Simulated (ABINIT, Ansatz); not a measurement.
Planning a run of ABINIT 10.8.3 on MgH2 (P4_2/mnm). The input:

```
acell 3*1.0 Angstrom
rprim 
  4.516800000000 0.000000000000 0.000000000000
  0.000000000000 4.516800000000 0.000000000000
  0.000000000000 0.000000000000 3.020500000000
ntypat 2
znucl 12 1
natom 6
typat 1 1 2 2 2 2
xred 
  0.000000000000 0.000000000000 0.000000000000
  0.500000000000 0.500000000000 0.500000000000
  0.306000000000 0.306000000000 0.000000000000
  0.194000000000 0.806000000000 0.500000000000
  0.694000000000 0.694000000000 0.000000000000
  0.806000000000 0.194000000000 0.500000000000
pp_dirpath "pseudos"
pseudos "Mg.upf, H.upf"
ecut 38
ngkpt 4 4 6
nshiftk 1
shiftk 0 0 0
kptopt 1
chksymbreak 0
istwfk *1
occopt 1
irdwfk 1
optdriver 3
nband 173
ecuteps 6.5
inclvkb 2
awtr 1
symchi 1
indata_prefix "in"
outdata_prefix "out"
tmpdata_prefix "tmp"
```

```sh
OMP_NUM_THREADS=1 mpirun -n 4 abinit run.abi > log
```

**Question.** Estimate wall time and host memory on 4 MPI ranks of Arm Neoverse V1, shared host.

It took 7.5 min; on shared hardware allow 3.8 min to 15 min. Peak host memory was 3.1 GiB.

[Paths, hosts, dates, memory and timing lines, banners, echoed tables and standing remarks are left out of the program output.]

[Logs are printed without paths, hosts, clocks, repeated set-up lines and the standing remarks that a program may print on its own settings, such as how far it seeks lower states.]

[Runs of the session that timed out or met a known fault of the program may be left out.]

[Hosts, paths, dates, database ids (printed as entryN), source tags and the programs' standing remarks are cut or masked in the printed files.]

[G0W0 gaps are taken among the corrected bands and points alone; a level outside them can change the order at an edge.]

[Where Ansatz stands beside ABINIT at settings called matched, ABINIT's density can come from a denser mesh and the files from another edition; pairs whose starting gaps differed by over 0.03 eV were left out, so agreement reads better than it is.]
